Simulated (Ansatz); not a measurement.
**Sc on W(110): change of the work function**

Aim: the work function of W(110) at several coverages of Sc (longbridge site), and the dipole that each adsorbate carries.

Calculated with Ansatz 0.2.0; plane-wave DFT, PBE-D3(BJ), Ansatz PAW.

## (1) The starting structure

The cell holds 4 atoms: 4 W. Its edges and angles: a = 2.737 Å, b = 2.737 Å, c = 24.703 Å, α = 90.0°, β = 90.0°, γ = 70.5°. Vacuum lies along c.

## (2) The clean slab

The bare slab comes first, as the zero from which every change is counted. The two lowest layers are held at bulk places and the upper ones relax. The dipole correction removes the false field that a one-sided slab makes across the periodic vacuum, so each face gets a flat vacuum level of its own.

input.yaml reads:

```yaml
crystal:
  lattice:
    - [2.2344574285, -1.58, 0.0]
    - [2.2344574285, 1.58, 0.0]
    - [0.0, 0.0, 24.7033722856]
  atoms:
    - { symbol: W, position: [0.0, 0.0, 0.3643227287] }
    - { symbol: W, position: [0.5, 0.5, 0.4547742429] }
    - { symbol: W, position: [0.0, 0.0, 0.5452257571] }
    - { symbol: W, position: [0.5, 0.5, 0.6356772713] }
kpoints:
  mp_grid: { grid: [12, 12, 1] }
hamiltonian:
  xc: pbe
  dispersion: d3bj
scf:
  occupations: { method: fermi_dirac, width: 0.1 }
  convergence: { dr2_threshold: 1.0e-08 }
efield:
  axis: 3
  dipole_correction: true
  ramp_position: 0.97
  ramp_width: 0.06
relax:
  f_tol: 0.02
  max_steps: 60
  constraints: [{ sites: [0, 1] }]
output:
  write_potential: true
  write_density: true
  volumetric_format: npy
```

Started as:

```sh
> ansatz run input.yaml --threads 4 --pin off --max-ram 6144MiB --backend cpu --events-out ev --progress --plain --runs-dir out
```

Numbers of over 12 decimals in the logs are rounded to 6 here.

Log:

```text
Engine: ansatz 0.2.0, aarch64-unknown-linux-gnu
Pseudopotentials: kind: paw
Pseudopotential: W, paw, valence charge 14, recommended cutoff 420 eV (normal), W.paw.azcp
Functional definition: PBE
  parameter kappa = 0.804
  parameter beta = 0.066725
  exchange = pbe_x(kappa = kappa, mu = beta*pi^2/3)
  correlation = pbe_c(beta = beta)
Crystal: 4 atoms, lattice volume = 174.428 Å³
Basis set: ecut = 420 eV, 3461 PW (Γ), exchange–correlation on 40×40×360 points (8 copies of the dense FFT grid, shifted against one another)
Bands: 34, of which v1, the nominal top of the filled ones, is band 28 counted from 1 (27 counted from 0)
Symmetry: 4 space group operations
k-points: 43 of 144
Non-local potential: W, projectors of the file, l = 0: 3, l = 1: 2, l = 2: 2, l = 3: 1
PAW form: soft (Blöchl's): semilocal exchange-correlation on the pseudo side does not see the compensation charge
PAW one-centre angular grid: W, 590 points (default); XC on 64 Gauss nodes
Initial density: superposition of atomic densities (neutral atoms: chi_scale 0, normalization atom), corrected by the library's trained network
Initial wavefunctions: pseudopotential atomic-orbital guess
Functional: x = pbe(κ = 0.804, μ = 0.219515), c = pbe(β = 0.066725)
SCF iter   1: F=—  HF=-41538.536458 eV  |F-HF|=—  |Δ(HF+E_count)|=         —  Δρ=9.69e-3  dr2=1.99e0  ethr=1.77e-3  p=0.000 e·Å  D=4.83e-14 V/Å  ΔV_dip=-0.00 eV  dr2_dipole=2.75e-7  V_vac-E_F(+/−)=5.06/5.06 eV  ⟨swp⟩=7.9  Hψ=15776  notcnv=0  defer=16
efield: sawtooth ramp at fractional position 0.9700 (set: `efield.ramp_position`, or a place that a band, a saddle search or an elastic batch's reference lends), width 0.0600; the density the first Hamiltonian is built on has a dipole p = 0.000 e·Å; the dipole correction subtracts the counter field D = 4.83e-14 V/Å, which shifts the + side's vacuum level by -0.00 eV against the − side's; the planar-averaged density in the ramp window peaks in size at 1.1e-5 e/Å³
automatic band count: the SCF goes on with 40 bands, as 34 were too few: the levels above may hold too much charge
preconditioner: auto → LDOS  [metal: Δε(μ)=0.044 eV  Ē_g=6.098 eV  σ=0.100 eV  W_gap=0.11  n_scr=16 (ndim 8)  ℏωp=13.8 eV  f_vac=0.562  D(μ)=3.18/eV (n_scr^D=14)  β→1.0]
SCF iter   2: F=—  HF=-41538.451971 eV  |F-HF|=—  |Δ(HF+E_count)|=   8.45e-2  Δρ=3.80e-3  dr2=1.53e-1  ethr=1.77e-3  p=-0.000 e·Å  D=-1.41e-5 V/Å  ΔV_dip=0.00 eV  dr2_dipole=9.40e-8  V_vac-E_F(+/−)=4.91/4.91 eV  ⟨swp⟩=2.0  Hψ=2409  notcnv=0  defer=46
SCF iter   3: F=—  HF=-41538.442567 eV  |F-HF|=—  |Δ(HF+E_count)|=   9.40e-3  Δρ=7.33e-4  dr2=4.77e-3  ethr=2.73e-4  p=-0.000 e·Å  D=-5.84e-6 V/Å  ΔV_dip=0.00 eV  dr2_dipole=2.39e-8  V_vac-E_F(+/−)=4.90/4.90 eV  ⟨swp⟩=1.9  Hψ=2195  notcnv=0  defer=48
SCF iter   4: F=—  HF=-41538.442162 eV  |F-HF|=—  |Δ(HF+E_count)|=   4.05e-4  Δρ=2.26e-4  dr2=2.83e-4  ethr=8.51e-6  p=-0.000 e·Å  D=-2.80e-6 V/Å  ΔV_dip=0.00 eV  dr2_dipole=3.72e-9  V_vac-E_F(+/−)=4.90/4.90 eV  ⟨swp⟩=2.2  Hψ=2210  notcnv=0  defer=48
SCF iter   5: F=—  HF=-41538.442130 eV  |F-HF|=—  |Δ(HF+E_count)|=   3.19e-5  Δρ=8.21e-5  dr2=9.88e-6  ethr=5.05e-7  p=-0.000 e·Å  D=-1.59e-6 V/Å  ΔV_dip=0.00 eV  dr2_dipole=4.22e-10  V_vac-E_F(+/−)=4.90/4.90 eV  ⟨swp⟩=2.8  Hψ=2489  notcnv=0  defer=48
SCF iter   6: F=—  HF=-41538.442194 eV  |F-HF|=—  |Δ(HF+E_count)|=   6.37e-5  Δρ=1.85e-5  dr2=1.78e-6  ethr=1.76e-8  p=-0.000 e·Å  D=-3.90e-7 V/Å  ΔV_dip=0.00 eV  dr2_dipole=1.89e-13  V_vac-E_F(+/−)=4.90/4.90 eV  ⟨swp⟩=3.0  Hψ=2817  notcnv=0  defer=46
SCF iter   7: F=—  HF=-41538.442194 eV  |F-HF|=—  |Δ(HF+E_count)|=   1.78e-7  Δρ=5.89e-6  dr2=9.96e-8  ethr=3.18e-9  p=-0.000 e·Å  D=-1.01e-7 V/Å  ΔV_dip=0.00 eV  dr2_dipole=4.45e-13  V_vac-E_F(+/−)=4.90/4.90 eV  ⟨swp⟩=2.1  Hψ=2209  notcnv=0  defer=46
SCF iter   8: F=—  HF=-41538.442194 eV  |F-HF|=—  |Δ(HF+E_count)|=   1.72e-7  Δρ=2.08e-6  dr2=1.13e-8  ethr=1.79e-11  p=-0.000 e·Å  D=-4.92e-8 V/Å  ΔV_dip=0.00 eV  dr2_dipole=1.60e-13  V_vac-E_F(+/−)=4.90/4.90 eV  ⟨swp⟩=12.3  Hψ=12544  notcnv=0
SCF iter   9: F=-41538.442194 eV  HF=-41538.442194 eV  |F-HF|=3.00e-9  |Δ(HF+E_count)|=   2.46e-9  Δρ=6.34e-7  dr2=1.01e-9  ethr=1.79e-11  p=-0.000 e·Å  D=-1.29e-8 V/Å  ΔV_dip=0.00 eV  dr2_dipole=2.00e-15  V_vac-E_F(+/−)=4.90/4.90 eV  ⟨swp⟩=10.8  Hψ=10717  notcnv=0
SCF 1 converged in 9 iterations: F = -41538.442194 eV  dr2 = 1.01e-9
  greatest PAW one-centre occupation: 1.000 electrons in one spin orbital (limit 2), on the W atom at site 0 (counted from 0), in its partial waves of l = 0
relax step   1: F+E_penalty+E_count = -41538.44219427 eV  Δ(F+E_penalty+E_count) = +0.000e0 eV  max|allowed force component| = 5.732e-1 eV/Å  Δτ_max = 0.0000 Å  (9 SCF iters, accepted)
Bands: 40, of which v1, the nominal top of the filled ones, is band 28 counted from 1 (27 counted from 0)
Initial density: handed on by an earlier stage of this run
Initial wavefunctions: those handed on with the density
iter 1 solved again at ethr=9.19e-4 eV; its pass at ethr=3.10e-3 eV (dr2=5.14e-1 eV) is discarded
SCF iter   1: F=—  HF=-41538.432225 eV  |F-HF|=—  |Δ(HF+E_count)|=         —  Δρ=9.53e-3  dr2=5.39e-1  ethr=9.19e-4  p=0.000 e·Å  D=7.11e-7 V/Å  ΔV_dip=-0.00 eV  dr2_dipole=4.60e-3  V_vac-E_F(+/−)=4.91/4.91 eV  ⟨swp⟩=1.8  Hψ=7198  notcnv=0  defer=42
efield: sawtooth ramp at fractional position 0.9700 (set: `efield.ramp_position`, or a place that a band, a saddle search or an elastic batch's reference lends), width 0.0600; the density the first Hamiltonian is built on has a dipole p = 0.000 e·Å; the dipole correction subtracts the counter field D = 7.11e-7 V/Å, which shifts the + side's vacuum level by -0.00 eV against the − side's; the planar-averaged density in the ramp window peaks in size at 3.5e-6 e/Å³
preconditioner: auto → LDOS  [metal: Δε(μ)=0.024 eV  Ē_g=6.232 eV  σ=0.100 eV  W_gap=0.06  n_scr=16 (ndim 8)  ℏωp=13.8 eV  f_vac=0.569  D(μ)=3.07/eV (n_scr^D=14)  β→1.0]
SCF iter   2: F=—  HF=-41538.411583 eV  |F-HF|=—  |Δ(HF+E_count)|=   2.06e-2  Δρ=6.21e-3  dr2=3.30e-1  ethr=9.19e-4  p=0.012 e·Å  D=1.29e-2 V/Å  ΔV_dip=-0.32 eV  dr2_dipole=9.92e-3  V_vac-E_F(+/−)=4.60/4.92 eV  ⟨swp⟩=3.5  Hψ=3389  notcnv=0  defer=42
SCF iter   3: F=—  HF=-41538.368690 eV  |F-HF|=—  |Δ(HF+E_count)|=   4.29e-2  Δρ=1.44e-3  dr2=1.05e-2  ethr=5.90e-4  p=0.008 e·Å  D=8.47e-3 V/Å  ΔV_dip=-0.21 eV  dr2_dipole=3.89e-4  V_vac-E_F(+/−)=4.72/4.93 eV  ⟨swp⟩=2.1  Hψ=2836  notcnv=0  defer=48
[...]
SCF iter   3: F=—  HF=-41538.457533 eV  |F-HF|=—  |Δ(HF+E_count)|=   1.46e-2  Δρ=9.68e-4  dr2=6.11e-3  ethr=2.01e-4  p=0.005 e·Å  D=4.94e-3 V/Å  ΔV_dip=-0.12 eV  dr2_dipole=9.30e-4  V_vac-E_F(+/−)=4.79/4.91 eV  ⟨swp⟩=2.2  Hψ=2850  notcnv=0  defer=50
SCF iter   4: F=—  HF=-41538.456472 eV  |F-HF|=—  |Δ(HF+E_count)|=   1.06e-3  Δρ=2.90e-4  dr2=4.95e-4  ethr=1.09e-5  p=0.004 e·Å  D=4.13e-3 V/Å  ΔV_dip=-0.10 eV  dr2_dipole=1.11e-4  V_vac-E_F(+/−)=4.81/4.91 eV  ⟨swp⟩=2.9  Hψ=2718  notcnv=0  defer=50
SCF iter   5: F=—  HF=-41538.456495 eV  |F-HF|=—  |Δ(HF+E_count)|=   2.35e-5  Δρ=9.02e-5  dr2=2.41e-5  ethr=8.84e-7  p=0.004 e·Å  D=3.85e-3 V/Å  ΔV_dip=-0.10 eV  dr2_dipole=5.45e-7  V_vac-E_F(+/−)=4.81/4.90 eV  ⟨swp⟩=2.2  Hψ=2278  notcnv=0  defer=50
SCF iter   6: F=—  HF=-41538.456487 eV  |F-HF|=—  |Δ(HF+E_count)|=   8.05e-6  Δρ=3.46e-5  dr2=2.27e-6  ethr=4.30e-8  p=0.004 e·Å  D=3.85e-3 V/Å  ΔV_dip=-0.10 eV  dr2_dipole=1.58e-7  V_vac-E_F(+/−)=4.81/4.90 eV  ⟨swp⟩=2.4  Hψ=2542  notcnv=0  defer=50
SCF iter   7: F=—  HF=-41538.456560 eV  |F-HF|=—  |Δ(HF+E_count)|=   7.25e-5  Δρ=1.57e-5  dr2=5.48e-7  ethr=4.06e-9  p=0.004 e·Å  D=3.84e-3 V/Å  ΔV_dip=-0.09 eV  dr2_dipole=3.84e-10  V_vac-E_F(+/−)=4.81/4.90 eV  ⟨swp⟩=2.3  Hψ=2633  notcnv=0  defer=50
SCF iter   8: F=—  HF=-41538.456560 eV  |F-HF|=—  |Δ(HF+E_count)|=   5.37e-7  Δρ=3.09e-6  dr2=3.69e-8  ethr=9.78e-10  p=0.004 e·Å  D=3.85e-3 V/Å  ΔV_dip=-0.10 eV  dr2_dipole=7.25e-9  V_vac-E_F(+/−)=4.81/4.90 eV  ⟨swp⟩=2.6  Hψ=2613  notcnv=0  defer=50
SCF iter   9: F=-41538.456560 eV  HF=-41538.456560 eV  |F-HF|=3.10e-9  |Δ(HF+E_count)|=   2.50e-8  Δρ=6.74e-7  dr2=1.67e-9  ethr=1.79e-11  p=0.004 e·Å  D=3.86e-3 V/Å  ΔV_dip=-0.10 eV  dr2_dipole=6.36e-10  V_vac-E_F(+/−)=4.81/4.90 eV  ⟨swp⟩=11.7  Hψ=11707  notcnv=0
SCF 3 converged in 9 iterations: F = -41538.456560 eV  dr2 = 1.67e-9
relax step   3: F+E_penalty+E_count = -41538.45656040 eV  Δ(F+E_penalty+E_count) = -1.437e-2 eV  max|allowed force component| = 1.733e-1 eV/Å  Δτ_max = 0.0625 Å  (9 SCF iters, accepted)
SCF iter   1: F=—  HF=-41538.458320 eV  |F-HF|=—  |Δ(HF+E_count)|=         —  Δρ=7.72e-4  dr2=3.57e-3  ethr=6.90e-5  p=0.004 e·Å  D=3.86e-3 V/Å  ΔV_dip=-0.10 eV  dr2_dipole=3.07e-5  V_vac-E_F(+/−)=4.81/4.90 eV  ⟨swp⟩=2.1  Hψ=3306  notcnv=0  defer=50
efield: sawtooth ramp at fractional position 0.9700 (set: `efield.ramp_position`, or a place that a band, a saddle search or an elastic batch's reference lends), width 0.0600; the density the first Hamiltonian is built on has a dipole p = 0.004 e·Å; the dipole correction subtracts the counter field D = 3.86e-3 V/Å, which shifts the + side's vacuum level by -0.10 eV against the − side's; the planar-averaged density in the ramp window peaks in size at 3.0e-6 e/Å³
preconditioner: auto → LDOS  [metal: Δε(μ)=0.033 eV  Ē_g=6.103 eV  σ=0.100 eV  W_gap=0.08  n_scr=16 (ndim 8)  ℏωp=13.8 eV  f_vac=0.561  D(μ)=3.09/eV (n_scr^D=14)  β→1.0]
SCF iter   2: F=—  HF=-41538.458127 eV  |F-HF|=—  |Δ(HF+E_count)|=   1.93e-4  Δρ=5.14e-4  dr2=2.30e-3  ethr=6.37e-6  p=0.003 e·Å  D=2.88e-3 V/Å  ΔV_dip=-0.07 eV  dr2_dipole=6.47e-5  V_vac-E_F(+/−)=4.83/4.90 eV  ⟨swp⟩=2.8  Hψ=2900  notcnv=0  defer=50
SCF iter   3: F=—  HF=-41538.457865 eV  |F-HF|=—  |Δ(HF+E_count)|=   2.62e-4  Δρ=1.23e-4  dr2=1.01e-4  ethr=4.11e-6  p=0.003 e·Å  D=3.20e-3 V/Å  ΔV_dip=-0.08 eV  dr2_dipole=1.73e-5  V_vac-E_F(+/−)=4.82/4.90 eV  ⟨swp⟩=2.0  Hψ=2247  notcnv=0  defer=50
SCF iter   4: F=—  HF=-41538.457847 eV  |F-HF|=—  |Δ(HF+E_count)|=   1.81e-5  Δρ=4.05e-5  dr2=8.79e-6  ethr=1.80e-7  p=0.003 e·Å  D=3.08e-3 V/Å  ΔV_dip=-0.08 eV  dr2_dipole=1.52e-6  V_vac-E_F(+/−)=4.83/4.90 eV  ⟨swp⟩=2.8  Hψ=2793  notcnv=0  defer=50
SCF iter   5: F=—  HF=-41538.457898 eV  |F-HF|=—  |Δ(HF+E_count)|=   5.10e-5  Δρ=1.22e-5  dr2=3.82e-7  ethr=1.57e-8  p=0.003 e·Å  D=3.04e-3 V/Å  ΔV_dip=-0.08 eV  dr2_dipole=3.73e-9  V_vac-E_F(+/−)=4.83/4.90 eV  ⟨swp⟩=2.3  Hψ=2506  notcnv=0  defer=50
SCF iter   6: F=—  HF=-41538.457898 eV  |F-HF|=—  |Δ(HF+E_count)|=   2.43e-7  Δρ=4.93e-6  dr2=5.37e-8  ethr=6.83e-10  p=0.003 e·Å  D=3.04e-3 V/Å  ΔV_dip=-0.08 eV  dr2_dipole=1.88e-9  V_vac-E_F(+/−)=4.83/4.90 eV  ⟨swp⟩=2.4  Hψ=2664  notcnv=0  defer=50
SCF iter   7: F=—  HF=-41538.457898 eV  |F-HF|=—  |Δ(HF+E_count)|=   8.42e-8  Δρ=2.28e-6  dr2=1.74e-8  ethr=1.79e-11  p=0.003 e·Å  D=3.03e-3 V/Å  ΔV_dip=-0.07 eV  dr2_dipole=3.77e-15  V_vac-E_F(+/−)=4.83/4.90 eV  ⟨swp⟩=11.9  Hψ=11708  notcnv=0
SCF iter   8: F=-41538.457898 eV  HF=-41538.457898 eV  |F-HF|=1.52e-9  |Δ(HF+E_count)|=   1.39e-8  Δρ=3.38e-7  dr2=3.98e-10  ethr=1.79e-11  p=0.003 e·Å  D=3.03e-3 V/Å  ΔV_dip=-0.07 eV  dr2_dipole=6.07e-11  V_vac-E_F(+/−)=4.83/4.90 eV  ⟨swp⟩=10.9  Hψ=10833  notcnv=0
SCF 4 converged in 8 iterations: F = -41538.457898 eV  dr2 = 3.98e-10
relax step   4: F+E_penalty+E_count = -41538.45789799 eV  Δ(F+E_penalty+E_count) = -1.338e-3 eV  max|allowed force component| = 8.804e-3 eV/Å  Δτ_max = 0.0130 Å  (8 SCF iters, accepted)
NSCF: frozen V_eff on 43 k-points
the band table was solved once a step of the walk had ended and its energy, with any forces and stress, was formed, with the checks that follow a solve (9079 applications of the Hamiltonian). They found nothing against the state; the energy, forces and stress were not computed again (output.eigenvalues in the input reference)
SCF converged after 8 iterations
Free energy (F): -41538.457898 eV
Harris-Foulkes:  -41538.457898 eV  (|F-HF|=1.52e-9)
Internal energy: -41538.358206 eV  (E = F + TS)
E sigma→0 (E₀):  -41538.408052 eV
Entropy (-TS):   -0.099692 eV (-24.923 meV/atom)
Fermi energy:    5.205516 eV
Dipole field:    D = 0.003046 V/Å  (p = 0.002936 e·Å, saw-weighted, corrected)
Work function:   Φ+ = 4.8272 eV   Φ− = 4.9025 eV
Levels:          The Fermi level and band energies are counted from a zero that moves with the ramp; work functions are not
--- Per-component energies (eV) ---
  E_band       = -1291.308160
  E_kinetic    = 1793.556336
  E_local      = -71643.319548  (includes V_loc(G=0)·N_el)
  E_nonlocal   = 4.695792
  E_hartree    = 35001.688322
  E_xc         = -1063.711327
  E_vxc        = -949.812897  (∫ρ·V_xc dr)
  E_paw        = -34250.036262  (= ΣΔE_a)
  E_vpaw       = -499.808581  (= ΣTr[D̂ρ^β])
  E_aug_tail   = -0.000235  (compensation charges beyond the density's cutoff)
  E_efield     = 0.000004  (sawtooth field / dipole correction)
  E_vefield    = 0.001704  (∫n·V_field dr)
  E_ewald      = 28620.764273
  E_disp       = -1.995562  (pairwise vdW)
  E_smearing   = -0.099692  (= −TS)
  E_closure    = 0.000000  (closes the sum)
  Σ components = -41538.457898   (vs F -41538.457898, Δ=0.00e0)
--- Forces (eV/Å), atoms counted from 1 ---
  atom   1  W      0.00000000     0.00000000     0.49577403
  atom   2  W      0.00000000    -0.00000000    -0.49767338
  atom   3  W      0.00000000    -0.00000000    -0.00691688
  atom   4  W      0.00000000     0.00000000     0.00880419
  max |Σ_I F_I| component: 1.20e-5 eV/Å
--- Band table (eV; the first three rows and the last of 43) ---
  k-point 0: bands = [... 24 lower, 3.7546, 3.8148, 3.9946, 4.4506, 4.8165, 5.8101, 6.0132, 6.9240, ... 8 higher]
  k-point 1: bands = [... 24 lower, 3.5513, 3.7791, 4.1380, 4.4704, 4.7685, 5.3798, 6.2449, 6.7358, ... 8 higher]
  k-point 2: bands = [... 24 lower, 3.3773, 3.5369, 3.9584, 4.4051, 4.9355, 5.2703, 6.5995, 6.6512, ... 8 higher]
  k-point 42: bands = [... 24 lower, 3.7858, 5.7335, 5.8713, 6.3102, 6.3427, 6.9233, 7.2501, 8.8698, ... 8 higher]
--- Relaxed structure (4 steps of the walk, 3 accepted, 0 SCFs on fresh bases) ---
  F+E_penalty+E_count = -41538.45789799 eV   max|allowed force component| = 8.804e-3 eV/Å
  atoms:
    - { symbol: W, position: [0.0, 0.0, 0.3643227287] }
    - { symbol: W, position: [0.5, 0.5, 0.4547742429] }
    - { symbol: W, position: [-1.6989344954300488e-19, 1.6989344954300488e-19, 0.545617] }
    - { symbol: W, position: [0.5, 0.5, 0.633676] }
```

It took 25 s on 4 threads of Arm Neoverse V2, shared host; peak memory 0.59 GiB.

The steps of the relaxation:

```
step  energy less that of the first step (eV)  largest force component (eV/Å)
   1                                   0.0000                          0.5732
   2                                   0.0751                          1.5005
   3                                  -0.0144                          0.1733
   4                                  -0.0157                          0.0088
```

Relaxation step 2 was tried and not accepted.

The run keeps the 4 symmetry operations that it works with, so distortions that break them were not tested.

The atoms that moved most (Å):

```
atom     dx     dy      dz  length
  W4  0.000  0.000  -0.049   0.049
  W3  0.000  0.000   0.010   0.010
```

Final coordinates:

```xyz
4
Lattice="2.2345 -1.5800 0.0000 2.2345 1.5800 0.0000 0.0000 0.0000 24.7034" Properties=species:S:1:pos:R:3
W     0.0000    0.0000    9.0000
W     2.2345    0.0000   11.2345
W     0.0000    0.0000   13.4786
W     2.2345    0.0000   15.6539
```

This step gave:

```yaml
energy_at_zero_smearing: -41538.4081 eV
work_function_upper_face: 4.827 eV
work_function_lower_face: 4.902 eV
dipole_along_the_normal: 0.002936 e·Å
step_between_the_vacuum_levels: -0.07523 eV
```

Running mean over 2.234 Å of the planar mean; the ramp of the sawtooth is left out. Table of electron's electrostatic potential energy less the Fermi level by z:

z (Å), electron's electrostatic potential energy less the Fermi level (eV) and a bar from the least value:
```
        4        4.9 ##############################
        5        4.9 ##############################
        6        4.8 ##############################
        7        3.3 ###########################
        8       -5.8 ############
        9      -12.2 #
       10      -12.6 #
       11      -12.7 #
       12      -12.7 #
       13      -12.8 #
       14      -13.1 
       15      -13.0 
       16      -11.3 ###
       17       -1.8 ###################
       18        4.1 #############################
       19        4.8 ##############################
       20        4.8 ##############################
       21        4.8 ##############################
```

The relaxation took 4 steps and lowered the energy by 0.016 eV; the largest force on the free atoms ends at 0.0088 eV/Å.

The work function of the upper face is 4.83 eV.

(Continued in part 2 of 5.)

[Logs are printed without paths, hosts, clocks, repeated set-up lines and the standing remarks that a program may print on its own settings, such as how far it seeks lower states.]

[Hosts, paths, dates, database ids (printed as entryN), source tags and the programs' standing remarks are cut or masked in the printed files.]

[Maps of the electrostatic potential energy from Ansatz leave out the sawtooth potential of an applied field or a dipole correction, so their vacuum need not be flat; planar profiles and work functions include it.]
